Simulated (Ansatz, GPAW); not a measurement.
# Geometry or basis: what sets the conductance of benzene-1,4-dithiol between two Pd chains

Aim: the conductance of benzene-1,4-dithiol between two Pd chains after relaxation, and whether geometry, basis or functional moves it most.

Program: GPAW 26.7.0 and Ansatz 0.2.0. Level of theory: Ansatz plane waves; relaxation of the junction with the lead ends held; PAW set soft_1, in the first sound run; inputs show where later runs differ. Results are calculated unless marked as measured.

### 1. The structure

The cell holds 28 atoms: 16 Pd, 2 S, 4 H and 6 C. Its edges and angles: a = 11.442 Å, b = 9.000 Å, c = 46.373 Å, α = 90.0°, β = 90.0°, γ = 90.0°. Regions: left lead, 8 atoms (8 Pd); channel, 12 atoms (2 S, 4 H and 6 C); right lead, 8 atoms (8 Pd). Vacuum lies along a and b. The structure is stacked along c, and the current runs across the ab planes.

### 2. Relaxing the atoms

Transmission follows bond lengths closely, so the atoms between the held lead ends are relaxed first, from a slightly shaken start that lets symmetry break.

input.yaml

```yaml
crystal:
  lattice:
    - [11.4421473904, 0.0, 0.0]
    - [0.0, 9.0, 0.0]
    - [0.0, 0.0, 46.3729252589]
  atoms:
    - { symbol: Pd, position: [0.5, 0.5, 0.0269553838] }
    - { symbol: Pd, position: [0.5, 0.5, 0.0808661515] }
    - { symbol: Pd, position: [0.5, 0.5, 0.1347769192] }
    - { symbol: Pd, position: [0.5, 0.5, 0.1886876869] }
    - { symbol: Pd, position: [0.5, 0.5, 0.2425984545] }
    - { symbol: Pd, position: [0.5, 0.5, 0.2965092222] }
    - { symbol: Pd, position: [0.4968357789, 0.5004378597, 0.3502705511] }
    - { symbol: Pd, position: [0.4986255684, 0.5009711253, 0.4049313535] }
    - { symbol: S, position: [0.3831357139, 0.6312343489, 0.4379838999] }
    - { symbol: H, position: [0.6259026864, 0.6394272557, 0.4564165802] }
    - { symbol: C, position: [0.4509220053, 0.6301122523, 0.4735591689] }
    - { symbol: C, position: [0.5684313281, 0.6328392522, 0.4756954827] }
    - { symbol: H, position: [0.2901746621, 0.6354524133, 0.4952895158] }
    - { symbol: C, position: [0.3729035172, 0.6378211832, 0.4968829962] }
    - { symbol: C, position: [0.6230205599, 0.6405652977, 0.5018414482] }
    - { symbol: H, position: [0.7150782714, 0.6397246273, 0.5057567161] }
    - { symbol: C, position: [0.4304415702, 0.6314560622, 0.5240078675] }
    - { symbol: C, position: [0.5489622288, 0.6347152527, 0.5278671243] }
    - { symbol: H, position: [0.3733536481, 0.6366146346, 0.5435977466] }
    - { symbol: S, position: [0.6147660535, 0.6352709204, 0.5609813761] }
    - { symbol: Pd, position: [0.4977876624, 0.5025309486, 0.5959847257] }
    - { symbol: Pd, position: [0.5033603594, 0.4946710963, 0.650079024] }
    - { symbol: Pd, position: [0.5, 0.5, 0.7034907778] }
    - { symbol: Pd, position: [0.5, 0.5, 0.7574015455] }
    - { symbol: Pd, position: [0.5, 0.5, 0.8113123131] }
    - { symbol: Pd, position: [0.5, 0.5, 0.8652230808] }
    - { symbol: Pd, position: [0.5, 0.5, 0.9191338485] }
    - { symbol: Pd, position: [0.5, 0.5, 0.9730446162] }
kpoints:
  mp_grid: { grid: [1, 1, 2] }
hamiltonian:
  xc: pbe
  pseudopotentials: { kind: paw, azcp: { folder: soft_1 } }
scf:
  occupations: { method: fermi_dirac, width: 0.1 }
relax:
  f_tol: 0.03
  max_steps: 80
  constraints: [{ sites: [0, 1, 2, 3, 4, 5, 22, 23, 24, 25, 26, 27] }]
```

Command:

```console
$ ansatz run input.yaml --threads 4 --pin off --max-ram 8192MiB --backend cpu --events-out ev --progress --plain --runs-dir out
```

Numbers of over 12 decimals in the logs are rounded to 6 here.

The program printed:

```text
Engine: ansatz 0.2.0, aarch64-unknown-linux-gnu
Pseudopotentials: kind: paw
Pseudopotential: Pd, paw, valence charge 18, recommended cutoff 420 eV (normal), soft_1/Pd.paw.azcp
Pseudopotential: S, paw, valence charge 6, recommended cutoff 420 eV (normal), soft_1/S.paw.azcp
Pseudopotential: H, paw, valence charge 1, recommended cutoff 420 eV (normal), soft_1/H.paw.azcp
Pseudopotential: C, paw, valence charge 4, recommended cutoff 420 eV (normal), soft_1/C.paw.azcp
Functional definition: PBE
  parameter kappa = 0.804
  parameter beta = 0.066725
  exchange = pbe_x(kappa = kappa, mu = beta*pi^2/3)
  correlation = pbe_c(beta = beta)
Crystal: 28 atoms, lattice volume = 4775.453 Å³
Basis set: ecut = 420 eV, 93255 PW (Γ), exchange–correlation on 160×128×640 points (8 copies of the dense FFT grid, shifted against one another)
Bands: 197, of which v1, the nominal top of the filled ones, is band 164 counted from 1 (163 counted from 0)
Symmetry: 1 space group operations
Space group: P1 (ITA 1), of the structure as read, at distance tolerance 1.7e-4 Å
k-points: 2
Non-local potential: Pd, projectors of the file, l = 0: 2, l = 1: 2, l = 2: 2, l = 3: 1
Non-local potential: S, projectors of the file, l = 0: 2, l = 1: 2, l = 2: 1
Non-local potential: H, projectors of the file, l = 0: 2, l = 1: 1
Non-local potential: C, projectors of the file, l = 0: 2, l = 1: 2, l = 2: 1
PAW form: soft (Blöchl's): semilocal exchange-correlation on the pseudo side does not see the compensation charge
PAW one-centre angular grid: Pd, 590 points (default); XC on 64 Gauss nodes
PAW one-centre angular grid: S, 110 points (default); XC on 64 Gauss nodes
PAW one-centre angular grid: H, 110 points (default); XC on 64 Gauss nodes
PAW one-centre angular grid: C, 110 points (default); XC on 64 Gauss nodes
Initial density: superposition of atomic densities (neutral atoms: chi_scale 0, normalization atom)
Initial wavefunctions: pseudopotential atomic-orbital guess
Functional: x = pbe(κ = 0.804, μ = 0.219515), c = pbe(β = 0.066725)
SCF iter   1: F=—  HF=-114934.951601 eV  |F-HF|=—  |Δ(HF+E_count)|=         —  Δρ=5.22e-2  dr2=3.85e2  ethr=3.10e-3  ⟨swp⟩=11.5  Hψ=2150  notcnv=0
preconditioner: auto → LDOS  [metal: Δε(μ)=0.149 eV  Ē_g=4.314 eV  σ=0.100 eV  W_gap=0.33  n_scr=422 (ndim 8)  ℏωp=7.4 eV  f_vac=0.812  D(μ)=32.45/eV (n_scr^D=114)  β→1.0]
SCF iter   2: F=—  HF=-115033.413431 eV  |F-HF|=—  |Δ(HF+E_count)|=    9.85e1  Δρ=7.35e-2  dr2=2.27e3  ethr=3.10e-3  ⟨swp⟩=16.0  Hψ=2366  notcnv=0  recentre
SCF iter   3: F=—  HF=-114905.087170 eV  |F-HF|=—  |Δ(HF+E_count)|=    1.28e2  Δρ=2.12e-2  dr2=4.71e1  ethr=3.10e-3  ⟨swp⟩=5.5  Hψ=1300  notcnv=0  defer=20
SCF iter   4: F=—  HF=-114900.876881 eV  |F-HF|=—  |Δ(HF+E_count)|=    4.21e0  Δρ=1.07e-2  dr2=1.10e1  ethr=3.10e-3  ⟨swp⟩=3.0  Hψ=717  notcnv=0  defer=20
SCF iter   5: F=—  HF=-114899.637932 eV  |F-HF|=—  |Δ(HF+E_count)|=    1.24e0  Δρ=6.78e-3  dr2=8.59e0  ethr=3.10e-3  ⟨swp⟩=3.5  Hψ=715  notcnv=0  defer=21
SCF iter   6: F=—  HF=-114899.429894 eV  |F-HF|=—  |Δ(HF+E_count)|=   2.08e-1  Δρ=3.26e-3  dr2=2.88e0  ethr=2.62e-3  ⟨swp⟩=2.0  Hψ=456  notcnv=0  defer=21
SCF iter   7: F=—  HF=-114899.416753 eV  |F-HF|=—  |Δ(HF+E_count)|=   1.31e-2  Δρ=1.47e-3  dr2=2.51e-1  ethr=8.79e-4  ⟨swp⟩=2.5  Hψ=382  notcnv=0  defer=22
SCF iter   8: F=—  HF=-114899.403078 eV  |F-HF|=—  |Δ(HF+E_count)|=   1.37e-2  Δρ=5.82e-4  dr2=3.12e-2  ethr=7.67e-5  ⟨swp⟩=2.0  Hψ=445  notcnv=0  defer=22
SCF iter   9: F=—  HF=-114899.400138 eV  |F-HF|=—  |Δ(HF+E_count)|=   2.94e-3  Δρ=3.08e-4  dr2=9.64e-3  ethr=9.53e-6  ⟨swp⟩=2.0  Hψ=542  notcnv=0  defer=24
SCF iter  10: F=—  HF=-114899.400620 eV  |F-HF|=—  |Δ(HF+E_count)|=   4.82e-4  Δρ=1.84e-4  dr2=2.88e-3  ethr=2.94e-6  ⟨swp⟩=2.0  Hψ=560  notcnv=0  defer=24
SCF iter  11: F=—  HF=-114899.400564 eV  |F-HF|=—  |Δ(HF+E_count)|=   5.61e-5  Δρ=9.63e-5  dr2=1.05e-3  ethr=8.79e-7  ⟨swp⟩=2.0  Hψ=522  notcnv=0  defer=24
SCF iter  12: F=—  HF=-114899.400586 eV  |F-HF|=—  |Δ(HF+E_count)|=   2.22e-5  Δρ=5.30e-5  dr2=2.89e-4  ethr=3.19e-7  ⟨swp⟩=2.0  Hψ=527  notcnv=0  defer=24
SCF iter  13: F=—  HF=-114899.400609 eV  |F-HF|=—  |Δ(HF+E_count)|=   2.27e-5  Δρ=2.40e-5  dr2=5.74e-5  ethr=8.81e-8  ⟨swp⟩=2.0  Hψ=376  notcnv=0  defer=24
SCF iter  14: F=-114899.400616 eV  HF=-114899.400620 eV  |F-HF|=3.53e-6  |Δ(HF+E_count)|=   1.06e-5  Δρ=9.34e-6  dr2=7.43e-6  ethr=6.86e-9  ⟨swp⟩=5.0  Hψ=1249  notcnv=0
SCF 1 converged in 14 iterations: F = -114899.400616 eV  dr2 = 7.43e-6
  greatest PAW one-centre occupation: 1.000 electrons in one spin orbital (limit 2), on the Pd atom at site 6 (counted from 0), in its partial waves of l = 0
relax step   1: F+E_penalty+E_count = -114899.40061614 eV  Δ(F+E_penalty+E_count) = +0.000e0 eV  max|allowed force component| = 8.811e0 eV/Å  Δτ_max = 0.0000 Å  (14 SCF iters, dr2 threshold 2.25e-5 eV, accepted)
Initial density: handed on by an earlier stage of this run
Initial wavefunctions: those handed on with the density
iter 1 solved again at ethr=4.17e-4 eV; its pass at ethr=3.10e-3 eV (dr2=1.37e0 eV) is discarded
SCF iter   1: F=—  HF=-114900.666518 eV  |F-HF|=—  |Δ(HF+E_count)|=         —  Δρ=6.31e-3  dr2=1.37e0  ethr=4.17e-4  ⟨swp⟩=1.0  Hψ=1589  notcnv=0  defer=23
preconditioner: auto → LDOS  [metal: Δε(μ)=0.043 eV  Ē_g=5.165 eV  σ=0.100 eV  W_gap=0.11  n_scr=422 (ndim 8)  ℏωp=7.6 eV  f_vac=0.805  D(μ)=51.46/eV (n_scr^D=208)  β→1.0]
SCF iter   2: F=—  HF=-114900.524672 eV  |F-HF|=—  |Δ(HF+E_count)|=   1.42e-1  Δρ=2.67e-3  dr2=5.20e-1  ethr=4.17e-4  ⟨swp⟩=4.0  Hψ=841  notcnv=0  defer=23
SCF iter   3: F=—  HF=-114900.356396 eV  |F-HF|=—  |Δ(HF+E_count)|=   1.68e-1  Δρ=4.83e-4  dr2=1.42e-2  ethr=1.59e-4  ⟨swp⟩=3.0  Hψ=823  notcnv=0  defer=23
SCF iter   4: F=—  HF=-114900.356271 eV  |F-HF|=—  |Δ(HF+E_count)|=   1.25e-4  Δρ=1.69e-4  dr2=2.61e-3  ethr=4.33e-6  ⟨swp⟩=3.0  Hψ=622  notcnv=0  defer=24
SCF iter   5: F=—  HF=-114900.356248 eV  |F-HF|=—  |Δ(HF+E_count)|=   2.36e-5  Δρ=8.47e-5  dr2=6.69e-4  ethr=7.96e-7  ⟨swp⟩=2.0  Hψ=544  notcnv=0  defer=24
SCF iter   6: F=—  HF=-114900.356325 eV  |F-HF|=—  |Δ(HF+E_count)|=   7.74e-5  Δρ=5.65e-5  dr2=2.52e-4  ethr=2.04e-7  ⟨swp⟩=1.5  Hψ=371  notcnv=0  defer=24
SCF iter   7: F=-114900.356303 eV  HF=-114900.356343 eV  |F-HF|=4.04e-5  |Δ(HF+E_count)|=   1.78e-5  Δρ=2.75e-5  dr2=6.59e-5  ethr=3.05e-8  ⟨swp⟩=3.0  Hψ=1297  notcnv=0
SCF 2 converged in 7 iterations: F = -114900.356303 eV  dr2 = 6.59e-5
relax step   2: F+E_penalty+E_count = -114900.35630267 eV  Δ(F+E_penalty+E_count) = -9.557e-1 eV  max|allowed force component| = 2.558e0 eV/Å  Δτ_max = 0.1749 Å  (7 SCF iters, dr2 threshold 1.00e-4 eV, accepted)
[...]
relax step   9: F+E_penalty+E_count = -114900.85030234 eV  Δ(F+E_penalty+E_count) = -1.082e-2 eV  max|allowed force component| = 3.162e-2 eV/Å  Δτ_max = 0.0968 Å  (11 SCF iters, accepted)
relax step  10: F+E_penalty+E_count = -114900.85657392 eV  Δ(F+E_penalty+E_count) = -6.272e-3 eV  max|allowed force component| = 5.645e-2 eV/Å  Δτ_max = 0.0976 Å  (9 SCF iters, accepted)
relax step  11: F+E_penalty+E_count = -114900.86151649 eV  Δ(F+E_penalty+E_count) = -4.943e-3 eV  max|allowed force component| = 9.285e-2 eV/Å  Δτ_max = 0.1467 Å  (11 SCF iters, accepted)
relax step  12: F+E_penalty+E_count = -114900.86603320 eV  Δ(F+E_penalty+E_count) = -4.517e-3 eV  max|allowed force component| = 7.550e-2 eV/Å  Δτ_max = 0.1388 Å  (8 SCF iters, dr2 threshold 8.62e-6 eV, accepted)
relax step  13: F+E_penalty+E_count = -114900.87104310 eV  Δ(F+E_penalty+E_count) = -5.010e-3 eV  max|allowed force component| = 5.066e-2 eV/Å  Δτ_max = 0.1767 Å  (10 SCF iters, dr2 threshold 3.77e-6 eV, accepted)
relax step  14: F+E_penalty+E_count = -114900.87356241 eV  Δ(F+E_penalty+E_count) = -2.519e-3 eV  max|allowed force component| = 3.978e-2 eV/Å  Δτ_max = 0.1498 Å  (10 SCF iters, dr2 threshold 1.16e-6 eV, accepted)
relax step  15: F+E_penalty+E_count = -114900.87431478 eV  Δ(F+E_penalty+E_count) = -7.524e-4 eV  max|allowed force component| = 2.688e-2 eV/Å  Δτ_max = 0.0638 Å  (9 SCF iters, accepted)
SCF iter   1: F=—  HF=-114900.892000 eV  |F-HF|=—  |Δ(HF+E_count)|=         —  Δρ=1.36e-3  dr2=7.10e-2  ethr=2.16e-4  ⟨swp⟩=4.5  Hψ=875  notcnv=0  defer=28
preconditioner: auto → LDOS  [metal: Δε(μ)=0.036 eV  Ē_g=5.012 eV  σ=0.100 eV  W_gap=0.09  n_scr=422 (ndim 8)  ℏωp=7.6 eV  f_vac=0.805  D(μ)=52.41/eV (n_scr^D=224)  β→1.0]
SCF iter   2: F=—  HF=-114900.884461 eV  |F-HF|=—  |Δ(HF+E_count)|=   7.54e-3  Δρ=6.62e-4  dr2=3.39e-2  ethr=2.16e-5  ⟨swp⟩=3.0  Hψ=804  notcnv=0  defer=28
SCF iter   3: F=—  HF=-114900.873945 eV  |F-HF|=—  |Δ(HF+E_count)|=   1.05e-2  Δρ=9.71e-5  dr2=3.99e-4  ethr=1.03e-5  ⟨swp⟩=3.0  Hψ=690  notcnv=0  defer=28
SCF iter   4: F=—  HF=-114900.873945 eV  |F-HF|=—  |Δ(HF+E_count)|=   1.14e-7  Δρ=3.57e-5  dr2=8.38e-5  ethr=1.22e-7  ⟨swp⟩=3.0  Hψ=675  notcnv=0  defer=28
SCF iter   5: F=—  HF=-114900.874596 eV  |F-HF|=—  |Δ(HF+E_count)|=   6.51e-4  Δρ=7.66e-6  dr2=4.44e-6  ethr=2.55e-8  ⟨swp⟩=3.0  Hψ=668  notcnv=0  defer=28
SCF iter   6: F=—  HF=-114900.874600 eV  |F-HF|=—  |Δ(HF+E_count)|=   3.54e-6  Δρ=4.43e-6  dr2=1.71e-6  ethr=1.35e-9  ⟨swp⟩=2.5  Hψ=562  notcnv=0  defer=28
SCF iter   7: F=—  HF=-114900.874600 eV  |F-HF|=—  |Δ(HF+E_count)|=   8.31e-7  Δρ=2.01e-6  dr2=4.15e-7  ethr=5.20e-10  ⟨swp⟩=2.0  Hψ=532  notcnv=0  defer=28
SCF iter   8: F=-114900.874600 eV  HF=-114900.874600 eV  |F-HF|=4.87e-8  |Δ(HF+E_count)|=   1.39e-7  Δρ=8.27e-7  dr2=7.83e-8  ethr=3.05e-11  ⟨swp⟩=3.5  Hψ=1480  notcnv=0
smearing: bands 163 to 164 share 1.926 electrons (they would hold 2.000 with every lower band full and every higher one empty; bands counted from 0; each is filled to between 0.4753 and 0.4956 of a full level; at each k-point the levels lie within 8.1e-3 eV, against a smearing width of 0.1000 eV). The entropy term TS of this state is 1.6602 eV
SCF 16 converged in 8 iterations: F = -114900.874600 eV  dr2 = 7.83e-8
relax step  16: F+E_penalty+E_count = -114900.87460042 eV  Δ(F+E_penalty+E_count) = -2.856e-4 eV  max|allowed force component| = 1.797e-2 eV/Å  Δτ_max = 0.0316 Å  (8 SCF iters, accepted)
SCF converged after 8 iterations
Free energy (F): -114900.874600 eV
Harris-Foulkes:  -114900.874600 eV  (|F-HF|=4.87e-8)
Internal energy: -114899.214433 eV  (E = F + TS)
E sigma→0 (E₀):  -114900.044517 eV
Entropy (-TS):   -1.660168 eV (-59.292 meV/atom)
Fermi energy:    -3.719837 eV
--- Per-component energies (eV) ---
  E_band       = -9082.067031
  E_kinetic    = 7994.594446
  E_local      = -116173.759261  (includes V_loc(G=0)·N_el)
  E_nonlocal   = 6185.487600
  E_hartree    = 51582.152870
  E_xc         = -2659.426027
  E_vxc        = -3285.770350  (∫ρ·V_xc dr)
  E_paw        = -62835.601004  (= ΣΔE_a)
  E_vpaw       = -6966.915774  (= ΣTr[D̂ρ^β])
  E_aug_tail   = -0.000452  (compensation charges beyond the density's cutoff)
  E_ewald      = 1007.337395
  E_smearing   = -1.660168  (= −TS)
  E_closure    = -0.000000  (closes the sum)
  Σ components = -114900.874600   (vs F -114900.874600, Δ=0.00e0)
--- Forces (eV/Å), atoms counted from 1 ---
  atom   1  Pd    -0.00043513    -0.00013498    -0.00899549
  atom   2  Pd    -0.00260696     0.00071961     0.00274789
  atom   3  Pd    -0.00148340     0.00056791     0.01986388
  atom   4  Pd    -0.00870963     0.00433054    -0.02793624
  atom   5  Pd    -0.02542088     0.00840113     0.10340558
  atom   6  Pd     0.04864672    -0.01290399    -0.04445517
  atom   7  Pd     0.00139456    -0.00087981    -0.00471211
  atom   8  Pd     0.00473002     0.00045861    -0.00477645
  atom   9  S     -0.00283238     0.00017768     0.01312144
  atom  10  H     -0.00130959    -0.00258886    -0.00199178
  atom  11  C     -0.00498880     0.00415843    -0.01615891
  atom  12  C      0.00632675     0.00020128     0.00834444
  atom  13  H      0.00018069    -0.00179234     0.00083204
  atom  14  C     -0.00130822    -0.00215431     0.00592264
  atom  15  C      0.00285928     0.00382172    -0.00975285
  atom  16  H     -0.00043467     0.00010186    -0.00063507
  atom  17  C     -0.00613319     0.00550951    -0.00626478
  atom  18  C      0.00399461    -0.00914858     0.01796836
  atom  19  H      0.00157554    -0.00086486     0.00088157
  atom  20  S      0.00245741     0.00237675    -0.01509136
  atom  21  Pd    -0.00589800     0.00110682     0.00387148
  atom  22  Pd    -0.00028912    -0.00159631     0.00487535
  atom  23  Pd    -0.04787715    -0.01776427     0.04855805
  atom  24  Pd     0.02445825     0.01039779    -0.10313613
  atom  25  Pd     0.00856214     0.00553280     0.02624161
  atom  26  Pd     0.00155759     0.00080626    -0.01884637
  atom  27  Pd     0.00251106     0.00098934    -0.00290238
  atom  28  Pd     0.00046826    -0.00003338     0.00901651
  max |Σ_I F_I| component: 2.04e-4 eV/Å
--- Relaxed structure (16 steps of the walk, 15 accepted, 0 SCFs on fresh bases) ---
  F+E_penalty+E_count = -114900.87460042 eV   max|allowed force component| = 1.797e-2 eV/Å
  atoms:
    - { symbol: Pd, position: [0.5, 0.5, 0.0269553838] }
    - { symbol: Pd, position: [0.5, 0.5, 0.0808661515] }
    - { symbol: Pd, position: [0.5, 0.5, 0.1347769192] }
    - { symbol: Pd, position: [0.5, 0.5, 0.188688] }
    - { symbol: Pd, position: [0.5, 0.5, 0.2425984545] }
    - { symbol: Pd, position: [0.5, 0.5, 0.2965092222] }
    - { symbol: Pd, position: [0.442623, 0.523815, 0.348590] }
    - { symbol: Pd, position: [0.534422, 0.502413, 0.399723] }
    - { symbol: S, position: [0.408837, 0.510008, 0.435807] }
    - { symbol: H, position: [0.650676, 0.511754, 0.461259] }
    - { symbol: C, position: [0.464595, 0.511118, 0.470513] }
    - { symbol: C, position: [0.584844, 0.511429, 0.478269] }
    - { symbol: H, position: [0.288431, 0.511956, 0.488015] }
    - { symbol: C, position: [0.381146, 0.511595, 0.493464] }
    - { symbol: C, position: [0.618759, 0.511444, 0.506819] }
    - { symbol: H, position: [0.711478, 0.511586, 0.512267] }
    - { symbol: C, position: [0.415064, 0.511323, 0.522013] }
    - { symbol: C, position: [0.535315, 0.510930, 0.529768] }
    - { symbol: H, position: [0.349243, 0.511575, 0.539027] }
    - { symbol: S, position: [0.591095, 0.508990, 0.564472] }
    - { symbol: Pd, position: [0.465489, 0.499027, 0.600520] }
    - { symbol: Pd, position: [0.556481, 0.530459, 0.651501] }
    - { symbol: Pd, position: [0.5, 0.5, 0.703491] }
    - { symbol: Pd, position: [0.5, 0.5, 0.7574015455] }
    - { symbol: Pd, position: [0.5, 0.5, 0.8113123131] }
    - { symbol: Pd, position: [0.5, 0.5, 0.8652230808] }
    - { symbol: Pd, position: [0.5, 0.5, 0.919134] }
    - { symbol: Pd, position: [0.5, 0.5, 0.9730446162] }
```

It took 9.4 min on 4 threads of Arm Neoverse V2, shared host; peak memory 5.2 GiB.

Step by step:

| step | energy less that of the first step (eV) | largest force component (eV/Å) |
| --- | --- | --- |
| 1 | 0.0000 | 8.8109 |
| 2 | -0.9557 | 2.5575 |
| 3 | -1.1698 | 1.3071 |
| 4 | -1.3056 | 0.1815 |
| 5 | -1.3512 | 0.1733 |
| 6 | -1.4056 | 0.2179 |
| 7 | -1.4389 | 0.1206 |
| 8 | -1.4362 | 0.3562 |
| 9 | -1.4497 | 0.0316 |
| 10 | -1.4560 | 0.0565 |
| 11 | -1.4609 | 0.0929 |
| 12 | -1.4654 | 0.0755 |
| 13 | -1.4704 | 0.0507 |
| 14 | -1.4729 | 0.0398 |
| 15 | -1.4737 | 0.0269 |
| 16 | -1.4740 | 0.0180 |

Relaxation step 8 was tried and not accepted.

The atoms that moved most (Å):

| atom | dx | dy | dz | length |
| --- | --- | --- | --- | --- |
| H10 | 0.283 | -1.149 | 0.225 | 1.205 |
| H16 | -0.041 | -1.153 | 0.302 | 1.193 |
| C15 | -0.049 | -1.162 | 0.231 | 1.186 |
| S20 | -0.271 | -1.137 | 0.162 | 1.180 |
| H19 | -0.276 | -1.125 | -0.212 | 1.178 |
| H13 | -0.020 | -1.111 | -0.337 | 1.162 |
| C14 | 0.094 | -1.136 | -0.159 | 1.151 |
| S9 | 0.294 | -1.091 | -0.101 | 1.134 |

Numbers from this step:

- free energy: -114900.8746 eV
- smearing term TS: 1.660 eV
- symmetry operations: 1

The relaxation lowered the energy of the cell by 1.47 eV.

(Continued in part 2 of 4.)

[Logs are printed without paths, hosts, clocks, repeated set-up lines and the standing remarks that a program may print on its own settings, such as how far it seeks lower states.]

[Hosts, paths, dates, database ids (printed as entryN), source tags and the programs' standing remarks are cut or masked in the printed files.]
